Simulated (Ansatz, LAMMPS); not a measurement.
## Atom list for Amorphous poly(p-phenylene) (as short chains C38H30) at 300 K (204 atoms)

This is the geometry as built. Method: Kohn-Sham DFT, PBE+D4, PAW (set soft_2), plane waves (Ansatz 0.2.0); cutoff 420 eV, Γ point, fixed occupations; density 1.20 g/cm³.

Cell vectors (Å):

```
12.642 0.000 0.000
0.000 12.642 0.000
0.000 0.000 12.642
```

Positions in Å, forces in eV/Å, q the Löwdin charge in e:

```csv
atom,x,y,z,q,fx,fy,fz
C1,9.84,3.44,9.79,-0.46,-1.72,1.44,-1.11
C2,9.20,2.22,9.20,0.07,-0.13,1.77,1.84
C3,10.01,1.16,8.96,-0.13,-0.96,-0.95,-0.47
C4,9.41,0.07,8.41,-0.11,0.97,-2.86,-0.87
C5,8.04,12.55,8.22,0.03,0.23,0.13,-0.31
C6,7.23,0.97,8.54,-0.12,-0.08,0.58,0.30
C7,7.83,2.13,9.03,-0.15,-1.38,0.91,-0.92
C8,7.54,11.38,7.49,0.03,0.44,-1.62,-0.51
C9,8.23,11.00,6.29,-0.13,0.40,0.45,0.93
C10,7.93,9.84,5.64,-0.13,0.16,-0.26,0.05
C11,6.94,8.96,6.04,0.03,-0.99,0.84,2.00
C12,6.22,9.30,7.23,-0.12,0.39,-0.11,-0.55
C13,6.58,10.46,7.98,-0.14,-0.44,-0.57,-1.14
C14,6.79,7.64,5.49,0.05,0.75,-1.65,-1.10
C15,7.95,6.75,5.53,-0.13,-1.53,2.66,0.59
C16,7.81,5.48,5.08,-0.12,2.21,-0.52,0.12
C17,6.62,4.99,4.61,0.05,0.39,1.25,0.88
C18,5.55,5.85,4.59,-0.13,-0.40,-0.75,-0.81
C19,5.59,7.16,4.90,-0.15,2.84,0.87,2.01
C20,6.53,3.62,4.24,0.04,0.78,-0.89,3.65
C21,6.82,2.57,5.14,-0.14,0.97,-0.56,-0.97
C22,6.80,1.26,4.68,-0.13,-1.33,2.26,-0.35
C23,6.31,0.88,3.44,0.05,0.40,1.80,0.58
C24,6.01,1.93,2.63,-0.12,-0.20,1.86,-1.36
C25,6.17,3.29,3.04,-0.13,-2.46,-2.92,-4.24
C26,6.45,12.19,3.00,0.05,-1.47,-1.31,0.24
C27,5.42,11.24,2.98,-0.12,0.48,0.37,-0.26
C28,5.76,9.94,2.69,-0.14,0.04,-0.91,0.08
C29,7.08,9.49,2.47,0.04,-0.67,1.13,-0.28
C30,8.04,10.47,2.42,-0.13,0.66,0.24,-0.14
C31,7.70,11.78,2.69,-0.14,0.99,-1.42,-0.33
C32,7.45,8.15,2.11,0.03,0.24,-0.55,0.78
C33,8.70,7.62,2.44,-0.12,0.47,1.02,0.16
C34,9.06,6.36,2.01,-0.13,1.50,-0.09,-0.06
C35,8.20,5.56,1.29,0.06,-1.11,0.62,0.00
C36,6.90,6.04,1.09,-0.13,0.30,-0.66,-0.45
C37,6.57,7.32,1.49,-0.13,-1.56,-0.82,-1.00
C38,8.59,4.20,0.92,-0.46,-1.49,-1.11,-0.34
H39,9.04,4.21,9.90,0.18,0.46,-0.16,-0.05
H40,10.53,3.83,9.02,0.20,0.44,0.06,0.60
H41,10.24,3.34,10.78,0.18,0.68,-0.36,0.22
H42,11.04,1.22,9.16,0.20,1.26,-0.03,0.12
H43,10.04,11.84,8.07,0.16,-0.40,0.71,0.45
H44,6.17,0.98,8.33,0.19,-0.30,-0.17,0.03
H45,7.16,3.02,9.05,0.18,0.68,-0.45,0.56
H46,9.18,11.49,5.94,0.17,-1.02,0.25,0.40
H47,8.57,9.56,4.83,0.18,0.35,-0.28,-0.75
H48,5.44,8.57,7.60,0.18,0.86,0.85,-0.12
H49,6.06,10.52,8.92,0.21,0.12,0.68,0.35
H50,8.83,7.22,6.02,0.18,-0.19,-0.69,-0.49
H51,8.70,4.83,5.01,0.17,-0.25,0.07,0.26
H52,4.65,5.42,4.29,0.19,-1.86,-0.65,-0.68
H53,4.77,7.81,4.93,0.21,-1.54,0.86,-0.29
H54,7.33,2.75,6.08,0.19,-0.25,0.30,0.58
H55,7.01,0.50,5.32,0.21,1.00,-2.29,2.14
H56,5.74,1.78,1.58,0.19,-0.24,-0.23,-0.07
H57,5.80,3.99,2.32,0.19,0.16,0.80,-0.42
H58,4.42,11.61,3.18,0.21,-0.46,-0.33,0.11
H59,5.01,9.18,2.65,0.19,-0.78,-0.40,0.11
H60,9.05,10.20,2.13,0.18,0.00,0.19,0.11
H61,8.44,12.51,2.67,0.20,1.68,1.48,-0.04
H62,9.37,8.27,3.02,0.18,0.10,-0.45,-0.18
H63,10.08,5.96,2.13,0.18,-0.28,0.34,0.39
H64,6.19,5.37,0.57,0.17,0.10,0.48,0.18
H65,5.56,7.67,1.28,0.18,-0.03,0.09,-0.03
H66,9.28,4.11,0.12,0.20,1.34,0.28,-0.68
H67,7.71,3.68,0.45,0.18,0.42,0.00,0.91
H68,8.97,3.73,1.83,0.20,-0.02,-0.63,-0.20
C69,3.36,11.57,7.55,-0.48,-1.59,-2.25,-4.20
C70,3.00,12.44,6.35,0.06,1.04,-0.01,1.58
C71,3.66,1.00,6.16,-0.14,-0.75,2.40,-0.69
C72,3.12,2.02,5.32,-0.10,2.13,-1.10,0.13
C73,2.16,1.73,4.37,0.02,-0.23,-0.36,1.53
C74,1.59,0.44,4.51,-0.13,-0.68,-0.22,-0.79
C75,1.97,12.12,5.47,-0.15,-0.42,0.31,-0.93
C76,1.74,2.82,3.49,0.05,-1.45,-1.16,0.09
C77,0.50,2.81,2.89,-0.10,-1.76,-0.87,-1.25
C78,0.21,3.69,1.84,-0.14,-0.13,-0.49,0.22
C79,1.15,4.63,1.36,0.04,-3.87,-0.08,-1.54
C80,2.28,4.72,2.06,-0.13,1.84,0.81,0.96
C81,2.50,3.87,3.11,-0.12,3.67,0.47,0.58
C82,0.86,5.38,0.11,0.04,0.40,-1.32,0.56
C83,1.95,5.76,11.98,-0.14,-0.50,0.46,0.08
C84,1.74,6.24,10.73,-0.12,-0.29,0.20,-0.42
C85,0.49,6.37,10.12,0.04,0.81,0.79,0.18
C86,12.06,6.07,10.92,-0.10,-3.17,-0.50,-0.08
C87,12.24,5.49,12.16,-0.15,1.16,0.52,0.10
C88,0.41,7.00,8.81,0.05,0.29,0.43,0.17
C89,1.34,7.92,8.35,-0.13,-0.57,0.40,-1.22
C90,1.19,8.53,7.10,-0.13,-0.29,-0.37,-1.27
C91,0.14,8.15,6.20,0.04,0.18,-2.40,4.87
C92,11.86,7.20,6.72,-0.14,0.49,0.96,-2.26
C93,12.01,6.71,7.97,-0.11,-1.23,-1.46,0.84
C94,12.60,8.73,4.97,0.04,0.60,1.57,-2.97
C95,0.90,8.68,3.95,-0.15,-0.56,1.57,-0.84
C96,0.85,9.60,2.91,-0.13,-0.27,-1.30,0.26
C97,12.48,10.54,2.75,0.04,1.50,-0.22,0.23
C98,11.53,10.54,3.74,-0.14,-1.72,0.65,0.99
C99,11.59,9.65,4.81,-0.13,-1.47,0.32,0.10
C100,0.03,11.55,1.72,0.02,1.50,0.00,0.73
C101,11.61,11.99,1.01,-0.12,-1.61,0.45,-1.10
C102,11.77,0.35,0.09,-0.14,1.62,0.90,0.20
C103,0.41,1.00,12.59,0.07,-2.48,-0.32,-1.06
C104,1.49,0.57,0.67,-0.13,0.10,0.11,0.28
C105,1.30,12.14,1.49,-0.12,-0.83,-1.66,1.12
C106,0.45,2.05,11.55,-0.43,0.89,0.30,-1.69
H107,2.44,11.00,7.76,0.18,0.27,-0.04,0.34
H108,3.72,11.98,8.40,0.22,1.14,1.79,2.40
H109,4.09,10.84,7.17,0.20,0.05,-0.12,0.28
H110,4.56,1.34,6.67,0.19,0.04,-0.43,0.67
H111,3.62,2.99,5.27,0.18,0.03,-0.14,0.25
H112,0.80,0.18,3.82,0.18,-0.04,-0.12,0.03
H113,1.51,11.11,5.47,0.18,0.03,0.83,0.09
H114,12.42,1.97,3.10,0.17,0.45,0.88,-0.11
H115,11.94,3.52,1.29,0.18,-0.27,0.11,-0.03
H116,3.06,5.43,1.80,0.18,0.19,0.19,-0.01
H117,3.53,3.93,3.47,0.17,-0.19,-0.10,0.31
H118,2.93,5.71,12.36,0.19,1.10,-0.16,0.37
H119,2.55,6.59,10.18,0.19,1.48,0.33,-0.99
H120,10.96,6.25,10.63,0.17,1.73,-0.25,0.00
H121,11.43,5.14,0.07,0.19,-1.60,-0.30,0.83
H122,2.16,8.22,8.93,0.21,1.17,0.44,0.99
H123,1.91,9.28,6.70,0.18,-0.20,-0.39,0.47
H124,11.12,6.74,6.04,0.17,0.02,0.43,0.31
H125,11.31,5.96,8.28,0.18,-0.31,-0.32,0.25
H126,1.68,7.99,3.94,0.21,1.40,-1.32,0.24
H127,1.54,9.50,2.13,0.20,1.03,-0.04,-0.83
H128,10.74,11.31,3.77,0.17,0.23,-0.35,-0.20
H129,10.83,9.59,5.61,0.18,0.04,0.64,-0.32
H130,10.68,11.44,1.13,0.18,-0.54,0.16,-0.04
H131,10.92,0.68,12.15,0.19,-0.24,0.21,-0.43
H132,2.45,1.07,0.68,0.20,0.21,0.10,-0.37
H133,2.07,11.65,2.03,0.19,0.90,0.21,0.38
H134,12.28,2.74,11.68,0.19,-0.40,0.49,0.01
H135,1.39,2.65,11.53,0.17,-0.49,-0.41,0.16
H136,0.31,1.63,10.48,0.17,0.25,0.33,1.35
C137,8.09,0.55,12.05,-0.46,-0.28,0.26,-0.99
C138,6.70,0.01,11.92,0.08,-0.77,0.84,-0.95
C139,5.64,0.83,11.52,-0.14,1.16,0.08,1.46
C140,4.36,0.31,11.46,-0.14,-0.07,2.09,-1.34
C141,4.14,11.60,11.48,0.03,-2.53,-0.70,-0.39
C142,5.18,10.77,11.82,-0.14,0.95,0.80,0.85
C143,6.40,11.33,12.12,-0.13,0.35,-0.45,-0.08
C144,2.75,11.07,11.24,0.04,1.72,0.77,-0.29
C145,1.87,11.65,10.34,-0.13,0.89,0.79,0.28
C146,0.61,11.19,10.25,-0.10,-2.96,0.88,-2.62
C147,0.13,10.05,10.81,0.05,1.23,-1.03,0.63
C148,1.09,9.38,11.62,-0.14,-0.64,1.28,-0.27
C149,2.32,9.93,11.89,-0.14,-0.51,-0.35,-0.30
C150,11.45,9.51,10.54,0.04,1.07,1.35,0.16
C151,10.74,9.02,11.61,-0.13,-0.54,-0.49,-0.46
C152,9.55,8.41,11.38,-0.13,-0.99,-0.34,0.92
C153,9.01,8.36,10.12,0.04,-2.16,-1.42,0.99
C154,9.59,9.04,9.13,-0.12,1.43,0.40,-0.81
C155,10.83,9.60,9.32,-0.13,-0.25,0.01,-0.86
C156,7.83,7.52,9.83,0.04,-0.85,-0.76,1.35
C157,6.62,7.60,10.57,-0.13,0.81,-0.38,-0.86
C158,5.55,6.76,10.32,-0.14,0.42,0.72,0.27
C159,5.67,5.83,9.33,0.04,-3.15,-1.58,-0.96
C160,6.82,5.66,8.64,-0.13,1.96,-0.29,-0.96
C161,7.91,6.45,8.93,-0.11,1.54,0.77,-1.17
C162,4.43,5.14,8.80,0.04,3.10,1.76,0.81
C163,3.95,5.58,7.62,-0.13,-2.15,-0.89,-2.26
C164,2.81,4.94,7.03,-0.14,0.54,0.56,0.63
C165,2.12,3.92,7.70,0.04,-0.05,-0.49,1.46
C166,2.69,3.54,8.93,-0.12,0.39,-0.20,0.45
C167,3.85,4.13,9.43,-0.13,-1.64,-1.92,1.17
C168,0.82,3.32,7.26,0.03,0.52,0.74,-1.65
C169,0.44,1.99,7.41,-0.13,0.38,0.42,0.17
C170,11.99,1.50,6.74,-0.14,0.83,-0.61,0.62
C171,11.20,2.26,5.96,0.07,-1.40,2.10,-2.42
C172,11.54,3.60,5.72,-0.13,0.11,1.09,0.47
C173,0.06,4.05,6.33,-0.11,0.28,1.26,0.30
C174,10.08,1.70,5.14,-0.45,-0.90,-1.51,2.30
H175,8.39,0.55,0.43,0.20,0.69,-0.51,0.78
H176,8.75,12.63,11.34,0.20,-0.10,0.49,0.79
H177,8.08,1.62,11.79,0.18,0.13,-0.20,-0.30
H178,5.91,1.88,11.56,0.18,-0.63,0.39,-0.54
H179,3.58,1.04,11.23,0.18,-0.16,-0.47,0.09
H180,5.00,9.76,12.07,0.19,-0.15,-1.29,-0.06
H181,7.21,10.81,12.55,0.20,0.73,-1.37,0.30
H182,2.06,12.45,9.66,0.19,0.79,0.76,0.06
H183,12.55,11.74,9.54,0.15,0.71,-0.47,0.77
H184,0.80,8.49,12.08,0.20,-0.39,-1.64,0.88
H185,3.00,9.51,12.59,0.19,0.45,-0.74,0.72
H186,11.09,9.08,12.59,0.21,0.96,0.08,1.69
H187,9.04,7.96,12.21,0.20,-0.40,-0.38,0.49
H188,9.11,8.94,8.20,0.20,-0.40,0.39,-1.65
H189,11.27,10.02,8.43,0.19,0.73,0.32,-0.22
H190,6.43,8.32,11.30,0.20,0.31,1.39,1.11
H191,4.60,6.94,10.79,0.18,-0.39,-0.01,0.40
H192,6.94,4.95,7.81,0.19,-0.36,0.00,0.19
H193,8.83,6.33,8.30,0.17,-0.67,0.11,0.73
H194,4.48,6.32,7.08,0.19,0.20,0.68,-0.48
H195,2.46,5.28,6.08,0.19,-0.12,0.22,-0.59
H196,2.30,2.83,9.65,0.18,-0.72,-0.39,-0.53
H197,4.21,3.81,10.40,0.18,0.14,-0.18,0.23
H198,1.08,1.30,7.88,0.19,0.72,-0.73,0.84
H199,11.80,0.47,6.71,0.20,-0.13,-1.44,0.34
H200,10.93,4.39,5.15,0.16,0.75,-1.56,0.45
H201,0.44,5.06,6.12,0.18,-0.39,-0.24,-0.02
H202,9.73,2.43,4.47,0.20,-0.83,0.97,-0.84
H203,10.36,0.83,4.56,0.18,0.34,-0.49,-0.25
H204,9.26,1.34,5.86,0.18,0.79,0.57,-1.09
```

The force components of 1.0 eV/Å r.m.s. hold both thermal displacement and the mismatch between the potential that made the cell and DFT, above all in bond lengths inside molecules. The network of contacts between molecules at the start is that of the classical potential that made the cell, and needn't be the one that DFT or experiment would give. The density was typed from a rule of thumb and may lie off the real one at this temperature. Only the Γ point is sampled, in a cell whose shortest periodic width is 13 Å. The Löwdin charges lack the electrons that the projection spills, 0.031 e an atom on average.

The r.m.s. force component is 1.03 eV/Å; the longest force, 5.70 eV/Å, acts on C25.

[Logs are printed without paths, hosts, clocks, repeated set-up lines and the standing remarks that a program may print on its own settings, such as how far it seeks lower states.]

[Hosts, paths, dates, database ids (printed as entryN), source tags and the programs' standing remarks are cut or masked in the printed files.]
